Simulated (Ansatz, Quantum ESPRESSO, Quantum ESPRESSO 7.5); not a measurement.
# From contact to tunnelling: a Pt chain with one bond drawn out

Wanted: T at the Fermi level along a series, and its decay constant, for a Pt chain with one bond drawn out.

Method: plane-wave DFT, PBE, GBRV ultrasoft pseudopotentials (cross-check by Ansatz 0.2.0 with PAW datasets), in Quantum ESPRESSO 7.5.

### Step 1. Starting point

The cell holds 14 atoms: 14 Pt. Its edges and angles: a = 7.500 Å, b = 7.500 Å, c = 33.900 Å, α = 90.0°, β = 90.0°, γ = 90.0°. Regions: left lead, 7 atoms (7 Pt); right lead, 7 atoms (7 Pt). Vacuum lies along a and b. The structure is stacked along c, and the current runs across the ab planes.

### Step 2. Ground state, 0.3 Å

One periodic cell holds a stretch of lead, the junction and more lead; the atoms stay as built.

Contents of j0.scf.in:

```
&control
  prefix = 'j0.scf'
  outdir = './out'
  pseudo_dir = './pseudo'
  calculation = 'scf'
  tprnfor = .true.
/
&system
  ibrav = 0
  nat = 14
  ntyp = 1
  ecutwfc = 34
  ecutrho = 170
  occupations = 'smearing'
  smearing = 'mv'
  degauss = 0.01
/
&electrons
  conv_thr = 1e-07
  mixing_beta = 0.25
  electron_maxstep = 120
  mixing_mode = 'local-TF'
/
ATOMIC_SPECIES
  Pt  195.0840  pt_pbe_v1.4.uspp.F.UPF
CELL_PARAMETERS angstrom
  7.50000000000000 0.00000000000000 0.00000000000000
  0.00000000000000 7.50000000000000 0.00000000000000
  0.00000000000000 0.00000000000000 33.90000000000000
ATOMIC_POSITIONS crystal
  Pt  0.500000000000 0.500000000000 0.000000000000
  Pt  0.500000000000 0.500000000000 0.070796460177
  Pt  0.500000000000 0.500000000000 0.141592920354
  Pt  0.500000000000 0.500000000000 0.212389380531
  Pt  0.500000000000 0.500000000000 0.283185840708
  Pt  0.500000000000 0.500000000000 0.353982300885
  Pt  0.500000000000 0.500000000000 0.424778761062
  Pt  0.500000000000 0.500000000000 0.504424778761
  Pt  0.500000000000 0.500000000000 0.575221238938
  Pt  0.500000000000 0.500000000000 0.646017699115
  Pt  0.500000000000 0.500000000000 0.716814159292
  Pt  0.500000000000 0.500000000000 0.787610619469
  Pt  0.500000000000 0.500000000000 0.858407079646
  Pt  0.500000000000 0.500000000000 0.929203539823
K_POINTS automatic
  1 1 3 0 0 0
```

On the command line:

```bash
$ OMP_NUM_THREADS=1 mpirun -n 8 pw.x -nk 1 -in j0.scf.in > j0.scf.out
```

Output:

```text
Program PWSCF v.7.5 starts
[citation notice left out]

     Parallel version (MPI & OpenMP), running on       8 processor cores
     Number of MPI processes:                 8
     Threads/MPI process:                     1

     MPI processes distributed on     1 nodes
[...]
Current dimensions of program PWSCF are:
     Max number of different atomic species (ntypx) = 10
     Max number of k-points (npk) =  40000
     Max angular momentum in pseudopotentials (lmaxx) =  4
     Message from routine setup:
     using ibrav=0 with symmetry is DISCOURAGED, use correct ibrav instead

     R & G space division:  proc/nbgrp/npool/nimage =       8
     Subspace diagonalization in iterative solution of the eigenvalue problem:
     a serial algorithm will be used

     Parallelization info
     --------------------
     sticks:   dense  smooth     PW     G-vecs:    dense   smooth      PW
     Min         338     272     69                60190    43072    5481
     Max         339     273     70                60215    43085    5492
     Sum        2709    2177    553               481637   344597   43879

     Using Slab Decomposition

     bravais-lattice index     =            0
     lattice parameter (alat)  =      14.1729  a.u.
     unit-cell volume          =   12868.2303 (a.u.)^3
     number of atoms/cell      =           14
     number of atomic types    =            1
     number of electrons       =       224.00
     number of Kohn-Sham states=          134
     kinetic-energy cutoff     =      34.0000  Ry
     charge density cutoff     =     170.0000  Ry
     scf convergence threshold =      1.0E-07
     mixing beta               =       0.2500
     number of iterations used =            8  local-TF  mixing
     Exchange-correlation=  SLA  PW   PBX  PBC
                           (   1   4   3   4   0   0   0)

     celldm(1)=  14.172946  celldm(2)=   0.000000  celldm(3)=   0.000000
     celldm(4)=   0.000000  celldm(5)=   0.000000  celldm(6)=   0.000000

     crystal axes: (cart. coord. in units of alat)
               a(1) = (   1.000000   0.000000   0.000000 )
               a(2) = (   0.000000   1.000000   0.000000 )
               a(3) = (   0.000000   0.000000   4.520000 )

     reciprocal axes: (cart. coord. in units 2 pi/alat)
               b(1) = (  1.000000  0.000000  0.000000 )
               b(2) = (  0.000000  1.000000  0.000000 )
               b(3) = (  0.000000  0.000000  0.221239 )

     PseudoPot. # 1 for Pt read from file:
     ./pseudo/pt_pbe_v1.4.uspp.F.UPF
     Pseudo is Ultrasoft + core correction, Zval = 16.0
     Generated by new atomic code, or converted to UPF format
     Using radial grid of  985 points,  6 beta functions with:
                l(1) =   0
                l(2) =   0
                l(3) =   1
                l(4) =   1
                l(5) =   2
                l(6) =   2
     Q(r) pseudized with  8 coefficients,  rinner =    1.300   1.300   1.300
                                                       1.300   1.300

     atomic species   valence    mass     pseudopotential
     Pt               16.00   195.08400     Pt( 1.00)

      8 Sym. Ops. (no inversion) found

   Cartesian axes

     site n.     atom                  positions (alat units)
         1        Pt     tau(   1) = (   0.5000000   0.5000000   0.0000000  )
         2        Pt     tau(   2) = (   0.5000000   0.5000000   0.3200000  )
         3        Pt     tau(   3) = (   0.5000000   0.5000000   0.6400000  )
         4        Pt     tau(   4) = (   0.5000000   0.5000000   0.9600000  )
         5        Pt     tau(   5) = (   0.5000000   0.5000000   1.2800000  )
         6        Pt     tau(   6) = (   0.5000000   0.5000000   1.6000000  )
         7        Pt     tau(   7) = (   0.5000000   0.5000000   1.9200000  )
         8        Pt     tau(   8) = (   0.5000000   0.5000000   2.2800000  )
         9        Pt     tau(   9) = (   0.5000000   0.5000000   2.6000000  )
        10        Pt     tau(  10) = (   0.5000000   0.5000000   2.9200000  )
        11        Pt     tau(  11) = (   0.5000000   0.5000000   3.2400000  )
        12        Pt     tau(  12) = (   0.5000000   0.5000000   3.5600000  )
        13        Pt     tau(  13) = (   0.5000000   0.5000000   3.8800000  )
        14        Pt     tau(  14) = (   0.5000000   0.5000000   4.2000000  )

     number of k points=     2  Marzari-Vanderbilt smearing, width (Ry)=  0.0100
                       cart. coord. in units 2pi/alat
        k(    1) = (   0.0000000   0.0000000   0.0000000), wk =   0.6666667
        k(    2) = (   0.0000000   0.0000000   0.0737463), wk =   1.3333333

     Dense  grid:   481637 G-vectors     FFT dimensions: (  60,  60, 270)

     Smooth grid:   344597 G-vectors     FFT dimensions: (  54,  54, 240)

     Estimated max dynamical RAM per process >     296.26 MB

     Estimated total dynamical RAM >       2.31 GB

     Initial potential from superposition of free atoms

     starting charge     216.9998, renormalised to     224.0000

     negative rho (up, down):  2.766E+00 0.000E+00
     Starting wfcs are  168 randomized atomic wfcs

     total cpu time spent up to now is        2.6 secs

     per-process dynamical memory:    83.3 Mb

     Self-consistent Calculation

     iteration #  1     ecut=    34.00 Ry     beta= 0.25
     Davidson diagonalization with overlap
     ethr =  1.00E-02,  avg # of iterations =  2.0

     negative rho (up, down):  2.992E+00 0.000E+00

     total cpu time spent up to now is        6.2 secs

     total energy              =   -2949.71484165 Ry
     estimated scf accuracy    <      29.14153803 Ry

     iteration #  2     ecut=    34.00 Ry     beta= 0.25
[...]
negative rho (up, down):  3.523E+00 0.000E+00

[...]
total energy              =   -2945.11533574 Ry
     estimated scf accuracy    <      14.17725561 Ry

     iteration #  3     ecut=    34.00 Ry     beta= 0.25
[...]
negative rho (up, down):  3.528E+00 0.000E+00

[...]
total energy              =   -2947.05005376 Ry
     estimated scf accuracy    <       0.64170592 Ry

     iteration #  4     ecut=    34.00 Ry     beta= 0.25
[...]
negative rho (up, down):  3.450E+00 0.000E+00

[...]
total energy              =   -2947.06534415 Ry
     estimated scf accuracy    <       0.22028578 Ry

     iteration #  5     ecut=    34.00 Ry     beta= 0.25
[...]
negative rho (up, down):  3.266E+00 0.000E+00

[...]
iteration #  8     ecut=    34.00 Ry     beta= 0.25
[...]
negative rho (up, down):  2.607E+00 0.000E+00

[...]
total energy              =   -2946.95800448 Ry
     estimated scf accuracy    <       0.00523143 Ry

     iteration #  9     ecut=    34.00 Ry     beta= 0.25
[...]
negative rho (up, down):  2.520E+00 0.000E+00

[...]
total energy              =   -2946.95689447 Ry
     estimated scf accuracy    <       0.00102754 Ry

     iteration # 10     ecut=    34.00 Ry     beta= 0.25
[...]
negative rho (up, down):  2.518E+00 0.000E+00

[...]
total energy              =   -2946.95700075 Ry
     estimated scf accuracy    <       0.00010369 Ry

     iteration # 11     ecut=    34.00 Ry     beta= 0.25
[...]
negative rho (up, down):  2.512E+00 0.000E+00

[...]
total energy              =   -2946.95686386 Ry
     estimated scf accuracy    <       0.00004973 Ry

     iteration # 12     ecut=    34.00 Ry     beta= 0.25
[...]
negative rho (up, down):  2.508E+00 0.000E+00

[...]
total energy              =   -2946.95674071 Ry
     estimated scf accuracy    <       0.00001824 Ry

     iteration # 13     ecut=    34.00 Ry     beta= 0.25
[...]
negative rho (up, down):  2.508E+00 0.000E+00

[...]
total energy              =   -2946.95673663 Ry
     estimated scf accuracy    <       0.00000504 Ry

     iteration # 14     ecut=    34.00 Ry     beta= 0.25
[...]
negative rho (up, down):  2.508E+00 0.000E+00

[...]
total energy              =   -2946.95674020 Ry
     estimated scf accuracy    <       0.00000083 Ry

     iteration # 15     ecut=    34.00 Ry     beta= 0.25
[...]
negative rho (up, down):  2.508E+00 0.000E+00

[...]
total energy              =   -2946.95674252 Ry
     estimated scf accuracy    <       0.00000054 Ry

     iteration # 16     ecut=    34.00 Ry     beta= 0.25
[...]
negative rho (up, down):  2.509E+00 0.000E+00

[...]
total energy              =   -2946.95674519 Ry
     estimated scf accuracy    <       0.00000046 Ry

     iteration # 17     ecut=    34.00 Ry     beta= 0.25
[...]
negative rho (up, down):  2.509E+00 0.000E+00

[...]
total energy              =   -2946.95674574 Ry
     estimated scf accuracy    <       0.00000016 Ry

     iteration # 18     ecut=    34.00 Ry     beta= 0.25
[...]
negative rho (up, down):  2.509E+00 0.000E+00

[...]
total energy              =   -2946.95674613 Ry
     estimated scf accuracy    <       0.00000013 Ry

     iteration # 19     ecut=    34.00 Ry     beta= 0.25
[...]
negative rho (up, down):  2.509E+00 0.000E+00

[...]
End of self-consistent calculation

          k = 0.0000 0.0000 0.0000 ( 43103 PWs)   bands (ev):

   -55.8837 -55.8599 -55.8112 -55.6956 -55.5995 -55.4781 -55.3658 -55.2312
   -55.1287 -55.0075 -54.8993 -54.8272 -54.8086 -54.6934 -54.4228 -54.4228
   -54.4228 -54.4228 -54.3896 -54.3896 -54.3701 -54.3701 -54.3693 -54.3693
   -54.3519 -54.3519 -54.3405 -54.3405 -54.3347 -54.3347 -54.3114 -54.3114
   -54.2981 -54.2981 -54.2594 -54.2594 -54.2575 -54.2575 -53.9921 -53.9921
   -53.9764 -53.9764  -9.4905  -9.2309  -8.9871  -8.2586  -7.9613  -6.8414
    -6.8414  -6.7483  -6.7310  -6.7310  -6.5961  -6.5961  -6.4980  -6.2817
    -6.2817  -6.0777  -6.0777  -5.5805  -5.5805  -5.3774  -5.3774  -4.9300
    -4.7632  -4.6829  -4.6829  -4.6431  -4.5756  -4.5162  -4.5162  -4.4955
    -4.4909  -4.4905  -4.4673  -4.4629  -4.4244  -4.4202  -4.3249  -4.3210
    -4.2971  -4.2505  -4.2467  -4.1954  -4.1289  -4.1258  -4.0447  -4.0416
    -3.8931  -3.8909  -3.8507  -3.8329  -3.8304  -3.7785  -3.6905  -3.6905
    -3.6820  -3.6805  -3.6419  -3.6401  -3.5659  -3.5659  -3.5536  -3.5364
    -3.5353  -3.5118  -3.5108  -3.4455  -3.4443  -3.4442  -3.1547  -3.1160
    -2.9700  -2.9336  -2.7877  -2.7877  -2.7792  -2.7048  -2.7048  -2.3239
    -2.3239  -1.6985  -1.6474   0.4929   0.4959   0.6663   0.6663   0.9911
     0.9911   1.0587   1.0588   1.7626   1.7626   1.8163

          k = 0.0000 0.0000 0.0737 ( 43047 PWs)   bands (ev):

   -55.8830 -55.8614 -55.8095 -55.6983 -55.5947 -55.4850 -55.3569 -55.2419
   -55.1178 -55.0165 -54.8898 -54.8388 -54.8026 -54.6935 -54.4228 -54.4228
   -54.4228 -54.4228 -54.3896 -54.3896 -54.3701 -54.3701 -54.3693 -54.3693
   -54.3519 -54.3519 -54.3405 -54.3405 -54.3347 -54.3347 -54.3114 -54.3114
   -54.2981 -54.2981 -54.2594 -54.2594 -54.2575 -54.2575 -53.9921 -53.9921
   -53.9764 -53.9764  -9.4764  -9.2890  -8.8775  -8.4617  -7.6848  -7.1431
    -6.8373  -6.8373  -6.7469  -6.7469  -6.5664  -6.5664  -6.3371  -6.3371
    -6.0529  -5.9930  -5.9930  -5.7097  -5.7097  -5.4264  -5.2182  -5.2182
    -4.8898  -4.8898  -4.6419  -4.5887  -4.4945  -4.4899  -4.4780  -4.4703
    -4.4659  -4.4200  -4.4158  -4.3642  -4.3327  -4.3287  -4.2894  -4.2894
    -4.2811  -4.2373  -4.2337  -4.1479  -4.1445  -4.1254  -4.0208  -4.0180
    -3.9776  -3.9438  -3.9438  -3.9254  -3.9227  -3.8127  -3.7971  -3.7951
    -3.7191  -3.7172  -3.6228  -3.6070  -3.6054  -3.5607  -3.5594  -3.5005
    -3.4995  -3.4466  -3.4454  -3.4033  -3.3124  -3.3124  -3.2597  -3.0834
    -3.0114  -3.0114  -2.8631  -2.7975  -2.7743  -2.5334  -2.5334  -2.3692
    -2.3692  -2.2897  -0.9711  -0.2331   0.7058   0.7058   0.8430   0.8430
     1.1573   1.2514   1.2514   1.5133   1.5133   2.0835

     the Fermi energy is    -3.0596 ev

!    total energy              =   -2946.95674689 Ry
     estimated scf accuracy    <       0.00000002 Ry
     smearing contrib. (-TS)   =      -0.00115798 Ry
     internal energy E=F+TS    =   -2946.95558890 Ry

     The total energy is F=E-TS. E is the sum of the following terms:
     one-electron contribution =   -3392.71405619 Ry
     hartree contribution      =    1699.91214811 Ry
     xc contribution           =    -793.36213219 Ry
     ewald contribution        =    -460.79154865 Ry

     convergence has been achieved in  19 iterations

     negative rho (up, down):  2.509E+00 0.000E+00

     Forces acting on atoms (cartesian axes, Ry/au):

     atom    1 type  1   force =     0.00000000    0.00000000   -0.00202598
     atom    2 type  1   force =     0.00000000    0.00000000   -0.00443096
     atom    3 type  1   force =     0.00000000    0.00000000    0.00140015
     atom    4 type  1   force =     0.00000000    0.00000000    0.00637365
     atom    5 type  1   force =     0.00000000    0.00000000    0.00484983
     atom    6 type  1   force =     0.00000000    0.00000000   -0.00419817
     atom    7 type  1   force =     0.00000000    0.00000000    0.04545738
     atom    8 type  1   force =     0.00000000    0.00000000   -0.04545939
     atom    9 type  1   force =     0.00000000    0.00000000    0.00420470
     atom   10 type  1   force =     0.00000000    0.00000000   -0.00484322
     atom   11 type  1   force =     0.00000000    0.00000000   -0.00637656
     atom   12 type  1   force =     0.00000000    0.00000000   -0.00139653
     atom   13 type  1   force =     0.00000000    0.00000000    0.00442579
     atom   14 type  1   force =     0.00000000    0.00000000    0.00201929

     Total force =     0.065938     Total SCF correction =     0.000465

[...]
=------------------------------------------------------------------------------=
   JOB DONE.
=------------------------------------------------------------------------------=
```

The job ended after 66 s (8 MPI ranks of AMD EPYC 7B13 (Zen 3), shared host; peak memory 2.6 GiB).

This step gave:

```
free energy  : -40095.3891 eV
Fermi energy : -3.060 eV
```

The run needed 19 iterations to bring the estimated error under 1e-07 Ry; the largest force on any atom, held or free, is 1.17 eV/Å.

(Continued in part 2 of 5.)

[Logs are printed without paths, hosts, clocks, repeated set-up lines and the standing remarks that a program may print on its own settings, such as how far it seeks lower states.]

[Hosts, paths, dates, database ids (printed as entryN), source tags and the programs' standing remarks are cut or masked in the printed files.]

[Maps of the electrostatic potential energy from Ansatz leave out the sawtooth potential of an applied field or a dipole correction, so their vacuum need not be flat; planar profiles and work functions include it.]
